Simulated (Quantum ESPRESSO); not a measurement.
**Collinear magnetic orders of MnGe3 (Ge8x111 Mn2 nn) with Quantum ESPRESSO**

Aim: find out which collinear order of MnGe3 (Ge8x111 Mn2 nn) costs least.

Calculated with Quantum ESPRESSO 7.5; PBE; plane waves with GBRV 1.5 PBE potentials, no spin-orbit coupling.

## (1) Set-up

Symmetry: R-3m, No. 166, trigonal system. The conventional cell has a = 8.002 Å, b = 8.002 Å, c = 9.800 Å, α = 90.00°, β = 90.00°, γ = 120.00°. Nearest to Mn lie 1 Mn at 2.45 Å and 3 Ge at 2.45 Å. Nearest to Ge lie 3 Ge at 2.45 Å and 1 Mn at 2.45 Å. substitutional dopants on the host's measured lattice, atoms not relaxed. Farther neighbours are not listed.

The cell was typed by rule, not taken from a database of measured structures.

## (2) Run 1, typed as ferro ++

The signs are those of the starting moments on the seeded atoms, the atoms that are given a moment.

File pw.in:

```
&CONTROL
  calculation = 'scf'
  prefix = 'pwscf'
  outdir = './tmp'
  pseudo_dir = './pseudo'
  disk_io = 'nowf'
/
&SYSTEM
  ibrav = 0
  celldm(1) = 8
  nat = 8
  ntyp = 2
  ecutwfc = 40
  ecutrho = 280
  nbnd = 76
  occupations = 'smearing'
  smearing = 'fd'
  degauss = 0.00367493
  nspin = 2
  starting_magnetization(1) = 0.3
  starting_magnetization(2) = 0
/
&ELECTRONS
  conv_thr = 1.6d-08
  electron_maxstep = 150
  mixing_beta = 0.3
/
ATOMIC_SPECIES
Mn     54.9380 mn_pbe_v1.5.uspp.F.UPF
Ge     72.6300 ge_pbe_v1.4.uspp.F.UPF
CELL_PARAMETERS alat
   1.3365088016416    0.0000000000000    0.0000000000000
   0.0000000000000    1.3365088016416    0.0000000000000
   0.0000000000000    0.0000000000000    1.3365088016416
ATOMIC_POSITIONS crystal
Mn      0.0000000000    0.0000000000    0.0000000000
Mn      0.2500000000    0.2500000000    0.2500000000
Ge      0.0000000000    0.5000000000    0.5000000000
Ge      0.2500000000    0.7500000000    0.7500000000
Ge      0.5000000000    0.0000000000    0.5000000000
Ge      0.7500000000    0.2500000000    0.7500000000
Ge      0.5000000000    0.5000000000    0.0000000000
Ge      0.7500000000    0.7500000000    0.2500000000
K_POINTS automatic
5 5 5 0 0 0
```

Started as:

```console
> OMP_NUM_THREADS=1 mpirun -n 4 pw.x -nk 4 -in pw.in > pw.out
```

What it wrote:

```text
Program PWSCF v.7.5 starts

     Message from routine setup:
     using ibrav=0 with symmetry is DISCOURAGED, use correct ibrav instead

     K-points division:     npool     =       4
     Subspace diagonalization in iterative solution of the eigenvalue problem:

     G-vector sticks info
     --------------------
     sticks:   dense  smooth     PW     G-vecs:    dense   smooth      PW
     Sum        2561    1457    421                96969    41851    6355

     Using Slab Decomposition

     bravais-lattice index     =            0
     lattice parameter (alat)  =       8.0000  a.u.
     unit-cell volume          =    1222.3214 (a.u.)^3
     number of atoms/cell      =            8
     number of atomic types    =            2
     number of electrons       =       114.00
     number of Kohn-Sham states=           76
     kinetic-energy cutoff     =      40.0000  Ry
     charge density cutoff     =     280.0000  Ry
     scf convergence threshold =      1.6E-08
     mixing beta               =       0.3000
     number of iterations used =            8  plain     mixing
     Exchange-correlation=  SLA  PW   PBX  PBC
                           (   1   4   3   4   0   0   0)

     celldm(1)=   8.000000  celldm(2)=   0.000000  celldm(3)=   0.000000
     celldm(4)=   0.000000  celldm(5)=   0.000000  celldm(6)=   0.000000

     crystal axes: (cart. coord. in units of alat)
               a(1) = (   1.336509   0.000000   0.000000 )
               a(2) = (   0.000000   1.336509   0.000000 )
               a(3) = (   0.000000   0.000000   1.336509 )

     reciprocal axes: (cart. coord. in units 2 pi/alat)
               b(1) = (  0.748218  0.000000  0.000000 )
               b(2) = (  0.000000  0.748218  0.000000 )
               b(3) = (  0.000000  0.000000  0.748218 )

     PseudoPot. # 1 for Mn read from file:
     mn_pbe_v1.5.uspp.F.UPF
     Pseudo is Ultrasoft + core correction, Zval = 15.0
     Generated by new atomic code, or converted to UPF format
     Using radial grid of  859 points,  6 beta functions with:
                l(1) =   0
                l(2) =   0
                l(3) =   1
                l(4) =   1
                l(5) =   2
                l(6) =   2
     Q(r) pseudized with  8 coefficients,  rinner =    0.950   0.950   0.950
                                                       0.950   0.950

     PseudoPot. # 2 for Ge read from file:
     ge_pbe_v1.4.uspp.F.UPF
     Pseudo is Ultrasoft + core correction, Zval = 14.0
     Generated by new atomic code, or converted to UPF format
     Using radial grid of  873 points,  6 beta functions with:
                l(1) =   0
                l(2) =   0
                l(3) =   1
                l(4) =   1
                l(5) =   2
                l(6) =   2
     Q(r) pseudized with  8 coefficients,  rinner =    1.400   1.400   1.400
                                                       1.400   1.400

     atomic species   valence    mass     pseudopotential
     Mn               15.00    54.93800     Mn( 1.00)
     Ge               14.00    72.63000     Ge( 1.00)

     Starting magnetic structure
     atomic species   magnetization
     Mn              0.300
     Ge              0.000

     12 Sym. Ops., with inversion, found ( 6 have fractional translation)

   Cartesian axes

     site n.     atom                  positions (alat units)
         1        Mn     tau(   1) = (   0.0000000   0.0000000   0.0000000  )
         2        Mn     tau(   2) = (   0.3341272   0.3341272   0.3341272  )
         3        Ge     tau(   3) = (   0.0000000   0.6682544   0.6682544  )
         4        Ge     tau(   4) = (   0.3341272   1.0023816   1.0023816  )
         5        Ge     tau(   5) = (   0.6682544   0.0000000   0.6682544  )
         6        Ge     tau(   6) = (   1.0023816   0.3341272   1.0023816  )
         7        Ge     tau(   7) = (   0.6682544   0.6682544   0.0000000  )
         8        Ge     tau(   8) = (   1.0023816   1.0023816   0.3341272  )

     number of k points=    19  Fermi-Dirac smearing, width (Ry)=  0.0037
                       cart. coord. in units 2pi/alat
        k(    1) = (   0.0000000   0.0000000   0.0000000), wk =   0.0080000
        k(    2) = (   0.0000000   0.0000000   0.1496436), wk =   0.0480000
        k(    3) = (   0.0000000   0.0000000   0.2992872), wk =   0.0480000
        k(    4) = (   0.0000000   0.1496436   0.1496436), wk =   0.0480000
        k(    5) = (   0.0000000   0.1496436   0.2992872), wk =   0.0960000
        [... 14 further k-points ...]

     Dense  grid:    96969 G-vectors     FFT dimensions: (  60,  60,  60)

     Smooth grid:    41851 G-vectors     FFT dimensions: (  48,  48,  48)

     Check: negative core charge=   -0.000018
     Generating pointlists ...
     new r_m :   0.2387 (alat units)  1.9098 (a.u.) for type    1
     new r_m :   0.2387 (alat units)  1.9098 (a.u.) for type    2

     Initial potential from superposition of free atoms

     starting charge     112.9946, renormalised to     114.0000
     Starting wfcs are   80 randomized atomic wfcs

     Self-consistent Calculation

     iteration #  1     ecut=    40.00 Ry     beta= 0.30
     Davidson diagonalization with overlap
     ethr =  1.00E-02,  avg # of iterations =  4.7

     total energy              =   -1703.65249449 Ry
     estimated scf accuracy    <       1.23668638 Ry

     total magnetization       =     6.49 Bohr mag/cell
     absolute magnetization    =     7.09 Bohr mag/cell

     iteration #  2     ecut=    40.00 Ry     beta= 0.30
     Davidson diagonalization with overlap
     ethr =  1.08E-03,  avg # of iterations =  2.4

     total energy              =   -1703.72285273 Ry
     estimated scf accuracy    <       3.41654534 Ry

     total magnetization       =     7.50 Bohr mag/cell
     absolute magnetization    =     7.89 Bohr mag/cell

     iteration #  3     ecut=    40.00 Ry     beta= 0.30
     Davidson diagonalization with overlap
     ethr =  1.08E-03,  avg # of iterations =  2.1

     total energy              =   -1704.00588866 Ry
     estimated scf accuracy    <       0.08408084 Ry

     total magnetization       =     7.08 Bohr mag/cell
     absolute magnetization    =     7.92 Bohr mag/cell

     [... further iterations left out ...]

     iteration # 13     ecut=    40.00 Ry     beta= 0.30
     Davidson diagonalization with overlap
     ethr =  6.36E-10,  avg # of iterations =  2.4

     total energy              =   -1704.02584880 Ry
     estimated scf accuracy    <       0.00000040 Ry

     total magnetization       =     6.09 Bohr mag/cell
     absolute magnetization    =     7.40 Bohr mag/cell

     iteration # 14     ecut=    40.00 Ry     beta= 0.30
     Davidson diagonalization with overlap
     ethr =  3.49E-10,  avg # of iterations =  2.0

     total energy              =   -1704.02584921 Ry
     estimated scf accuracy    <       0.00000006 Ry

     total magnetization       =     6.09 Bohr mag/cell
     absolute magnetization    =     7.39 Bohr mag/cell

     iteration # 15     ecut=    40.00 Ry     beta= 0.30
     Davidson diagonalization with overlap
     ethr =  5.32E-11,  avg # of iterations =  2.0

     total energy              =   -1704.02584937 Ry
     estimated scf accuracy    <       0.00000002 Ry

     total magnetization       =     6.09 Bohr mag/cell
     absolute magnetization    =     7.39 Bohr mag/cell

     iteration # 16     ecut=    40.00 Ry     beta= 0.30
     Davidson diagonalization with overlap
     ethr =  1.43E-11,  avg # of iterations =  2.7

     Magnetic moment per site  (integrated on atomic sphere of radius R)
     atom   1 (R=0.239)  charge= 13.1466  magn=  2.9989
     atom   2 (R=0.239)  charge= 13.1466  magn=  2.9989
     atom   3 (R=0.239)  charge= 11.8315  magn= -0.0585
     atom   4 (R=0.239)  charge= 11.8315  magn= -0.0585
     atom   5 (R=0.239)  charge= 11.8315  magn= -0.0585
     atom   6 (R=0.239)  charge= 11.8315  magn= -0.0585
     atom   7 (R=0.239)  charge= 11.8315  magn= -0.0585
     atom   8 (R=0.239)  charge= 11.8315  magn= -0.0585

     End of self-consistent calculation

     [... lines left out ...]
     the Fermi energy is     7.8024 ev

!    total energy              =   -1704.02584949 Ry
     estimated scf accuracy    <          1.6E-09 Ry
     smearing contrib. (-TS)   =      -0.00204745 Ry
     internal energy E=F+TS    =   -1704.02380204 Ry

     The total energy is F=E-TS. E is the sum of the following terms:
     one-electron contribution =   -1132.79201925 Ry
     hartree contribution      =     650.46927210 Ry
     xc contribution           =    -402.94142757 Ry
     ewald contribution        =    -818.75962732 Ry

     total magnetization       =     6.09 Bohr mag/cell
     absolute magnetization    =     7.39 Bohr mag/cell

     convergence has been achieved in  16 iterations

=------------------------------------------------------------------------------=
   JOB DONE.
=------------------------------------------------------------------------------=
```

The job ended after 5.8 min (4 MPI ranks of Intel Xeon at 2.50GHz (Skylake/Cascade Lake), shared host; peak memory 1 GiB).

Spin moment in the atom's sphere by atom:

```csv
atom,spin moment in the atom's sphere (μB)
Mn1,3.00
Mn2,3.00
Ge3,-0.06
Ge4,-0.06
Ge5,-0.06
Ge6,-0.06
Ge7,-0.06
Ge8,-0.06
```

Read from the output:

| Property | Result |
| --- | --- |
| smearing term TS | 0.02786 eV |
| magnetization | 6.094 μB |
| absolute magnetization | 7.393 μB |
| final state | ferromagnetic |

## (3) Start 2: antiferro +−

Changes to pw.in since step 2:

```diff
@@ -11,6 +11,6 @@
   nat = 8
-  ntyp = 2
+  ntyp = 3
   ecutwfc = 40
   ecutrho = 280
-  nbnd = 76
+  nbnd = 71
   occupations = 'smearing'
@@ -20,3 +20,4 @@
   starting_magnetization(1) = 0.3
-  starting_magnetization(2) = 0
+  starting_magnetization(2) = -0.3
+  starting_magnetization(3) = 0
 /
@@ -28,3 +29,4 @@
 ATOMIC_SPECIES
-Mn     54.9380 mn_pbe_v1.5.uspp.F.UPF
+Mn1    54.9380 mn_pbe_v1.5.uspp.F.UPF
+Mn2    54.9380 mn_pbe_v1.5.uspp.F.UPF
 Ge     72.6300 ge_pbe_v1.4.uspp.F.UPF
@@ -35,4 +37,4 @@
 ATOMIC_POSITIONS crystal
-Mn      0.0000000000    0.0000000000    0.0000000000
-Mn      0.2500000000    0.2500000000    0.2500000000
+Mn1     0.0000000000    0.0000000000    0.0000000000
+Mn2     0.2500000000    0.2500000000    0.2500000000
 Ge      0.0000000000    0.5000000000    0.5000000000
```

What it wrote:

```text
[banner, memory and clock lines left out]
Program PWSCF v.7.5 starts

     Message from routine setup:
     using ibrav=0 with symmetry is DISCOURAGED, use correct ibrav instead

     bravais-lattice index     =            0
     lattice parameter (alat)  =       8.0000  a.u.
     unit-cell volume          =    1222.3214 (a.u.)^3
     number of atoms/cell      =            8
     number of atomic types    =            3
     number of electrons       =       114.00
     number of Kohn-Sham states=           71
     kinetic-energy cutoff     =      40.0000  Ry
     charge density cutoff     =     280.0000  Ry
     scf convergence threshold =      1.6E-08
     mixing beta               =       0.3000
     number of iterations used =            8  plain     mixing
     Exchange-correlation=  SLA  PW   PBX  PBC
                           (   1   4   3   4   0   0   0)

     celldm(1)=   8.000000  celldm(2)=   0.000000  celldm(3)=   0.000000
     celldm(4)=   0.000000  celldm(5)=   0.000000  celldm(6)=   0.000000

     crystal axes: (cart. coord. in units of alat)
               a(1) = (   1.336509   0.000000   0.000000 )
               a(2) = (   0.000000   1.336509   0.000000 )
               a(3) = (   0.000000   0.000000   1.336509 )

     reciprocal axes: (cart. coord. in units 2 pi/alat)
               b(1) = (  0.748218  0.000000  0.000000 )
               b(2) = (  0.000000  0.748218  0.000000 )
               b(3) = (  0.000000  0.000000  0.748218 )

     PseudoPot. # 1 for Mn read from file:
     mn_pbe_v1.5.uspp.F.UPF
     Pseudo is Ultrasoft + core correction, Zval = 15.0

     PseudoPot. # 2 for Mn read from file:
     mn_pbe_v1.5.uspp.F.UPF
     Pseudo is Ultrasoft + core correction, Zval = 15.0

     PseudoPot. # 3 for Ge read from file:
     ge_pbe_v1.4.uspp.F.UPF
     Pseudo is Ultrasoft + core correction, Zval = 14.0

     atomic species   valence    mass     pseudopotential
     Mn1              15.00    54.93800     Mn( 1.00)
     Mn2              15.00    54.93800     Mn( 1.00)
     Ge               14.00    72.63000     Ge( 1.00)

     Starting magnetic structure
     atomic species   magnetization
     Mn1             0.300
     Mn2            -0.300
     Ge              0.000

      6 Sym. Ops. (no inversion) found

   Cartesian axes

     site n.     atom                  positions (alat units)
         1        Mn1    tau(   1) = (   0.0000000   0.0000000   0.0000000  )
         2        Mn2    tau(   2) = (   0.3341272   0.3341272   0.3341272  )
         3        Ge     tau(   3) = (   0.0000000   0.6682544   0.6682544  )
         4        Ge     tau(   4) = (   0.3341272   1.0023816   1.0023816  )
         5        Ge     tau(   5) = (   0.6682544   0.0000000   0.6682544  )
         6        Ge     tau(   6) = (   1.0023816   0.3341272   1.0023816  )
         7        Ge     tau(   7) = (   0.6682544   0.6682544   0.0000000  )
         8        Ge     tau(   8) = (   1.0023816   1.0023816   0.3341272  )

     number of k points=    19  Fermi-Dirac smearing, width (Ry)=  0.0037
                       cart. coord. in units 2pi/alat
        k(    1) = (   0.0000000   0.0000000   0.0000000), wk =   0.0080000
        k(    2) = (   0.0000000   0.0000000   0.1496436), wk =   0.0480000
        k(    3) = (   0.0000000   0.0000000   0.2992872), wk =   0.0480000
        k(    4) = (   0.0000000   0.1496436   0.1496436), wk =   0.0480000
        k(    5) = (   0.0000000   0.1496436   0.2992872), wk =   0.0960000
        [... 14 further k-points ...]

     Dense  grid:    96969 G-vectors     FFT dimensions: (  60,  60,  60)

     Smooth grid:    41851 G-vectors     FFT dimensions: (  45,  45,  45)

     Check: negative core charge=   -0.000018
     Generating pointlists ...
     new r_m :   0.2387 (alat units)  1.9098 (a.u.) for type    1
     new r_m :   0.2387 (alat units)  1.9098 (a.u.) for type    2
     new r_m :   0.2387 (alat units)  1.9098 (a.u.) for type    3

     Initial potential from superposition of free atoms

     starting charge     112.9946, renormalised to     114.0000
     Starting wfcs are   80 randomized atomic wfcs

     Self-consistent Calculation

     iteration #  1     ecut=    40.00 Ry     beta= 0.30
     Davidson diagonalization with overlap
     ethr =  1.00E-02,  avg # of iterations =  2.8

     Threshold (ethr) on eigenvalues was too large:
     Diagonalizing with lowered threshold

     Davidson diagonalization with overlap
     ethr =  6.69E-04,  avg # of iterations =  2.4

     total energy              =   -1703.92293118 Ry
     estimated scf accuracy    <       0.74925756 Ry

     total magnetization       =    -0.00 Bohr mag/cell
     absolute magnetization    =     7.51 Bohr mag/cell

     iteration #  2     ecut=    40.00 Ry     beta= 0.30
     Davidson diagonalization with overlap
     ethr =  6.57E-04,  avg # of iterations =  2.4

     total energy              =   -1703.97560856 Ry
     estimated scf accuracy    <       0.74930488 Ry

     total magnetization       =    -0.00 Bohr mag/cell
     absolute magnetization    =     8.03 Bohr mag/cell

     [... further iterations left out ...]

     iteration # 14     ecut=    40.00 Ry     beta= 0.30
     Davidson diagonalization with overlap
     ethr =  6.74E-11,  avg # of iterations =  2.5

     negative rho (up, down):  6.181E-05 6.179E-05

     total energy              =   -1704.07593155 Ry
     estimated scf accuracy    <       0.00000003 Ry

     total magnetization       =    -0.00 Bohr mag/cell
     absolute magnetization    =     7.83 Bohr mag/cell

     iteration # 15     ecut=    40.00 Ry     beta= 0.30
     Davidson diagonalization with overlap
     ethr =  2.25E-11,  avg # of iterations =  2.1

     negative rho (up, down):  6.172E-05 6.172E-05

     Magnetic moment per site  (integrated on atomic sphere of radius R)
     atom   1 (R=0.239)  charge= 13.1129  magn=  3.2745
     atom   2 (R=0.239)  charge= 13.1129  magn= -3.2745
     atom   3 (R=0.239)  charge= 11.8322  magn=  0.0566
     atom   4 (R=0.239)  charge= 11.8322  magn= -0.0566
     atom   5 (R=0.239)  charge= 11.8322  magn=  0.0566
     atom   6 (R=0.239)  charge= 11.8322  magn= -0.0566
     atom   7 (R=0.239)  charge= 11.8322  magn=  0.0566
     atom   8 (R=0.239)  charge= 11.8322  magn= -0.0566

     End of self-consistent calculation

     [... lines left out ...]
     the Fermi energy is     7.9972 ev

!    total energy              =   -1704.07593160 Ry
     estimated scf accuracy    <          9.8E-09 Ry
     smearing contrib. (-TS)   =      -0.00250239 Ry
     internal energy E=F+TS    =   -1704.07342921 Ry

     The total energy is F=E-TS. E is the sum of the following terms:
     one-electron contribution =   -1132.19254875 Ry
     hartree contribution      =     649.81609682 Ry
     xc contribution           =    -402.93734996 Ry
     ewald contribution        =    -818.75962732 Ry

     total magnetization       =    -0.00 Bohr mag/cell
     absolute magnetization    =     7.83 Bohr mag/cell

     convergence has been achieved in  15 iterations
```

Wall time 5.2 min (4 MPI ranks); peak memory 1 GiB.

Spin moment in the atom's sphere by atom:

```csv
atom,spin moment in the atom's sphere (μB)
Mn1,3.27
Mn2,-3.27
Ge3,0.06
Ge4,-0.06
Ge5,0.06
Ge6,-0.06
Ge7,0.06
Ge8,-0.06
```

Numbers from this step:

- smearing term TS: 0.03405 eV
- magnetization: 0 μB
- absolute magnetization: 7.832 μB
- final state: antiferromagnetic

## (4) Energies of the orders

An order is kept where moments of 0.15 μB or more survive with the typed signs; meshes match where a doubled cell samples the same k points as the first cell.

Orders:

```csv
start,final state,typed order kept,energy over the lowest (meV a seeded atom),largest site moment (μB),net moment (μB a cell of the first run),mesh matched,CPU time (s)
ferro ++,ferromagnetic,yes,340.7,2.999,6.094,yes,1148
antiferro +-,antiferromagnetic,yes,0,3.275,0,yes,1111
```

## (5) Summary of results

| Item | Value |
| --- | --- |
| lowest state found | antiferromagnetic (from antiferro +-) |
| largest site moment | 3.27 μB |
| next state with moments | ferromagnetic, 341 meV a seeded atom higher |

In words: Only these 2 starts were compared; other wavevectors, canted and longer-period orders were not.

[Logs and program files are shortened in this print: banners, set-up blocks, solver, clock and traceback lines can be left out without a mark of their own.]

[Logs are printed without paths, hosts, clocks, repeated set-up lines and the standing remarks that a program may print on its own settings, such as how far it seeks lower states.]

[Hosts, paths, dates, database ids (printed as entryN), source tags and the programs' standing remarks are cut or masked in the printed files.]

[Where a cell is said to come from a database of computed structures, the database is the Materials Project.]
